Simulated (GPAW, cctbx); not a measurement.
# How far are the atoms of (AlAs)3(BeTe)3 from free atoms?

Question: by how much does bonding change the X-ray structure factors of (AlAs)3(BeTe)3, and what does a routine refinement make of it?

The cell is a (AlAs)3(BeTe)3 superlattice along [001] of the zinc-blende type, started at the mean lattice constant and relaxed freely, with no substrate. All numbers below are calculated.

## 1. Relax the structure

The density hangs on the geometry, so cell and atoms are relaxed first, with the symmetry held. The cutoff is set higher than for the density because stress converges slowly with plane waves.

Settings: GPAW 26.7.0, PBE, 570 eV, 6×6×2 k-points (along the axes of the calculation cell), Fermi–Dirac width 0.1 eV, BFGS to 0.03 eV/Å.

```text
cell
1.0
     4.026973119    0.000000000    0.000000000
     0.000000000    4.026973119    0.000000000
     0.000000000    0.000000000   17.085000000
Al As Be Te
3 3 3 3
Direct
0.000000000 0.000000000 0.000000000
0.500000000 0.500000000 0.166666667
0.000000000 0.000000000 0.333333333
0.500000000 0.000000000 0.083333333
0.000000000 0.500000000 0.250000000
0.500000000 0.000000000 0.416666667
0.500000000 0.500000000 0.500000000
0.000000000 0.000000000 0.666666667
0.500000000 0.500000000 0.833333333
0.000000000 0.500000000 0.583333333
0.500000000 0.000000000 0.750000000
0.000000000 0.500000000 0.916666667
```

```console
$ OMP_NUM_THREADS=1 mpirun -n 4 gpaw python run.py > gpaw.log
```

```text
BFGS:    0      -49.679675        2.562539
BFGS:    1      -49.882668        1.820421
BFGS:    2      -50.183212        0.634228
BFGS:    3      -50.205979        0.571107
...
BFGS:   16      -50.388938        0.032341
BFGS:   17      -50.389028        0.031710
BFGS:   18      -50.389081        0.029103
cell  4.0520 4.0324 17.1351  90.00 90.00 90.00
volume 279.973 A^3, largest force 0.029 eV/A, largest stress 0.12 GPa
```

After 18 steps the volume has changed by +1.1 % and the energy by -0.709 eV; the largest stress left is 0.12 GPa. It took 15 min on 4 cores of Arm Neoverse V1 (shared host), peak memory 1.8 GiB.

Relaxed structure: Pmm2 (no. 25), a = 4.0324 Å, b = 4.0520 Å, c = 17.1351 Å, α = 90.00°, β = 90.00°, γ = 90.00°.

```
atom  mult.    x    y       z
 Te1      1  1/2    0  0.4221
 Te2      1    0  1/2  0.2577
 Te3      1  1/2    0  0.0939
 As1      1    0  1/2  0.9111
 As2      1  1/2    0  0.7429
 As3      1    0  1/2  0.5732
 Al1      1    0    0  0.9908
 Al2      1  1/2  1/2  0.8228
 Al3      1    0    0  0.6549
 Be1      1  1/2  1/2  0.5089
 Be2      1    0    0  0.3433
 Be3      1  1/2  1/2  0.1785
```

## 2. Density and charge transfer

X-rays see the whole electron density, so the PAW density is rebuilt with its core regions. Subtracting spherical free atoms from the same code cancels the cores and leaves the deformation density Δρ, the part due to bonding.

Settings: PBE, 450 eV, 6×6×2 k-points (along the axes of the calculation cell), Fermi–Dirac width 0.1 eV; primitive cell of 12 atoms.

```console
$ OMP_NUM_THREADS=1 mpirun -n 4 gpaw python run.py > gpaw.log
```

```text
|iter:   1|       0s |  -51.685015 | -0.28 |       |
|iter:   2|       2s |  -51.238448 | -2.13 | -0.88 |
|iter:   3|       5s |  -51.240405 | -1.65 | -0.92 |
...
|iter:  10|      22s |  -50.365432c| -6.77 | -3.58 |
|iter:  11|      24s |  -50.365430c| -7.53c| -3.97 |
|iter:  12|      27s |  -50.365431c| -8.14c| -4.33c|
```

```text
grid (40, 40, 168)  electrons 306.000  moved by bonding 2.746 e
deformation density beyond 0.5 A of the nuclei: max 0.151, min -0.076 e/A^3
atom        x       y       z   Voronoi charge  moment
Te1    0.5000  0.0000  0.4221      0.041       0.00
Te2    0.0000  0.5000  0.2577      0.040       0.00
Te3    0.5000  0.0000  0.0939      0.015       0.00
As4    0.0000  0.5000  0.9111     -0.210       0.00
As5    0.5000  0.0000  0.7429     -0.203       0.00
As6    0.0000  0.5000  0.5732     -0.183       0.00
Al7    0.0000  0.0000  0.9908      0.177       0.00
Al8    0.5000  0.5000  0.8228      0.202       0.00
Al9    0.0000  0.0000  0.6549      0.184       0.00
Be10   0.5000  0.5000  0.5088     -0.002       0.00
Be11   0.0000  0.0000  0.3433     -0.032       0.00
Be12   0.5000  0.5000  0.1785     -0.028       0.00
mean inner potential of superposed free atoms 13.918 V
total magnetic moment 0.000 muB
```

Deformation density in a plane through the shortest contact of the As atom at the origin, in 0.01 e/Å³ (clipped at ±99); x from -1.6 to 3.9 Å, y from 2.4 down to -2.4 Å:

```text
  1   2  -1  -3  -2  -2  -1  -1  -1  -1  -1  -1  -1  -1  -1  -1
  .   .   .  -3  -2  -1  -1  -1  -1  -1  -1  -1  -1  -1  -1  -1
  4   .   8   3   2   0  -1  -1  -1  -1  -1  -1   0   0  -1  -1
 -2   3  10  11   7   2   0   0  -1  -2  -2  -1   0   0  -1  -1
 -1   4  11  12   6   1   1   3   2  -2  -4  -3  -2  -1  -1  -1
  0   2   4   1   .  -3   2   9   8   3   4   .  -2  -3  -2  -1
 -1  -1  -3  -4   .   .   0  13  12   8   .   .   3  -2  -2  -1
 -1  -1  -2  -5   .  -4   0   8   7   3   4   .   6   4   2   0
 -1   0   2   1  -2  -4  -1   2   1  -1  -1   6  12  11   6   2
 -1   0   2   2   1  -1  -1  -1  -1  -1   1   6  11  10   3   0
 -1  -1   0   1   0  -1  -1  -1  -1  -1   0   2   2  -3   .  -3
 -1  -1  -1  -1  -1  -1  -1  -1  -1  -1  -1  -1  -4   .   .   .
 -1  -1  -1  -1  -1  -1  -1  -1  -1  -1  -1  -1  -2  -5  -4  -4
```

Atoms in or within 0.15 Å of the plane: As (3.5, -1.9), As (0.0, 0.0), Be (2.3, 0.0), Be (-1.2, 1.9) Å. Dots mark points within about 0.45 Å of a nucleus; large values next to them are atomic features.

As gains most (-0.20 e) and Al loses most (+0.19 e), in averages over each element's sites; As is the most electronegative element, but the order of the others doesn't follow electronegativity. Such charges fall far short of formal ones, since overlapping free atoms already put density on their neighbours. Along the shortest contact from the As atom at the map's origin, As–Be at 2.30 Å, Δρ is +0.14 e/Å³ at the midpoint: a bond charge, the mark of covalency. At the midpoints of other shortest contacts it is +0.12 (Te–Be, 2.43 Å), +0.15 (As–Al, 2.44 Å) and +0.11 (Te–Al, 2.68 Å) e/Å³. Point values carry grid noise of about 0.01 e/Å³. The run needed 12 iterations, 37 s.

## 3. Structure factors

The Fourier components of Δρ, added to those of the free atoms, give the static X-ray structure factors; the Mott–Bethe relation turns them into the Fourier components V of the potential that fast electrons feel.

```text
static structure factors of the conventional cell: F in electrons, V (Mott-Bethe) in volts
   h  k  l      d  |F| table  |F| free   |F| DFT   change   |V| free  |V| DFT  change %
   0  0  1 17.1351    23.707    23.703    23.648   -0.055     0.402    0.813    102.3
   0  0  2  8.5676     1.240     1.241     1.240   -0.002     0.038    0.040      5.4
   0  0  3  5.7117    15.444    15.462    15.348   -0.114     0.315    0.384     21.8
   0  0  4  4.2838     2.177     2.179     2.174   -0.004     0.053    0.055      2.4
   0  1  0  4.0520    25.053    25.078    24.821   -0.257     0.786    0.855      8.8
   1  0  0  4.0324     9.270     9.284     9.221   -0.063     0.191    0.207      8.8
   0  1  1  3.9432     0.660     0.661     0.656   -0.005     0.020    0.021        -
   1  0  1  3.9252     0.454     0.455     0.455   -0.000     0.012    0.012        -
   0  1  2  3.6630    48.168    48.211    47.782   -0.428     1.527    1.621      6.2
   1  0  2  3.6485    18.907    18.917    18.748   -0.169     0.328    0.365     11.4
   0  0  5  3.4270    37.319    37.323    37.008   -0.315     0.845    0.913      8.1
   0  1  3  3.3048   213.948   214.106   215.217    1.111     6.541    6.331     -3.2
   1  0  3  3.2942   225.291   225.464   226.420    0.956     6.961    6.784     -2.5
   0  1  4  2.9437    56.622    56.668    56.457   -0.210     1.721    1.752      1.8
```

The largest X-ray change is +1.11 e on 013, 0.5 % of |F|. For electrons V goes as (Z − F)/g², so a change of F counts against Z − F, which is small at low angle and wherever the atoms' terms cancel: |V| of 001 moves by +102.3 % (0.40 to 0.81 V) against -0.2 % in |F|. The last three rows still change by up to 1.11 e; the table stops while the angles are still low. The tabulated Hartree–Fock atoms differ from the free DFT atoms by up to 0.17 e, so the choice of reference atom matters too.

## 4. Refining ordinary atoms against data with bonding

Routine crystallography fits spherical atoms. To see the bias, intensities are simulated from tabulated atoms plus the DFT change ΔF, so that bonding alone can misfit (18332 reflections of the full sphere, merged to the counts below, to 0.4 Å, 1.5 % proportional noise plus counting noise, assumed isotropic U as listed, Δρ smeared by the mean U) and refined with cctbx over different ranges.

```csv
range,data,R1,GooF,U Te1 (true 0.0051),U Te2 (true 0.0051),U Te3 (true 0.0051),U As1 (true 0.006),largest shift (Å),"Δρ max, min (e/Å³)"
all data,5283,0.0105,0.95,0.0051,0.0051,0.0051,0.0060,0.0051,"0.60, -0.72"
"low resolution, d > 0.84",653,0.0076,0.99,0.0049,0.0050,0.0051,0.0059,0.0113,"0.18, -0.22"
"high order, d < 0.75",4381,0.0117,0.95,0.0051,0.0051,0.0051,0.0060,0.0046,"0.62, -0.67"
"occupancies free, d > 0.7",1082,0.0077,0.96,0.0050,0.0051,0.0051,0.0060,0.0084,"0.22, -0.29"
```

With all data GooF is 0.95, so at this noise the bonding hardly shows; the top residual peak lies 2.18 Å from Al and 2.18 Å from Al. No U is off by more than 3 s.u. at low resolution. With Te1 held at 1 and the scale free, the other occupancies refine to Te2 1.000(0.002), Te3 1.000(0.003), As1 1.001(0.002) and As2 1.000(0.002), within three s.u. of full.

## 5. Answer

Bonding moves 2.75 e in the primitive cell of (AlAs)3(BeTe)3 and changes the structure factors of the conventional cell in the table above by at most 1.11 e (013, 0.5 %), and among reflections above 2 % of the strongest by up to 1.0 % (010). The shortest bond, As–Be, has Δρ = +0.14 e/Å³ at its midpoint, a covalent bond charge. With all data GooF is 0.95, so at this noise the bonding hardly shows. Limits: static density, frozen cores, no spin–orbit coupling.

[Outputs are excerpts: Python notices, other lines and further rows are left out; steps that failed or that the build refused (PBEsol, TPSS) are not shown.]

[Logs are printed without paths, hosts, clocks, repeated set-up lines and the standing remarks that a program may print on its own settings, such as how far it seeks lower states.]
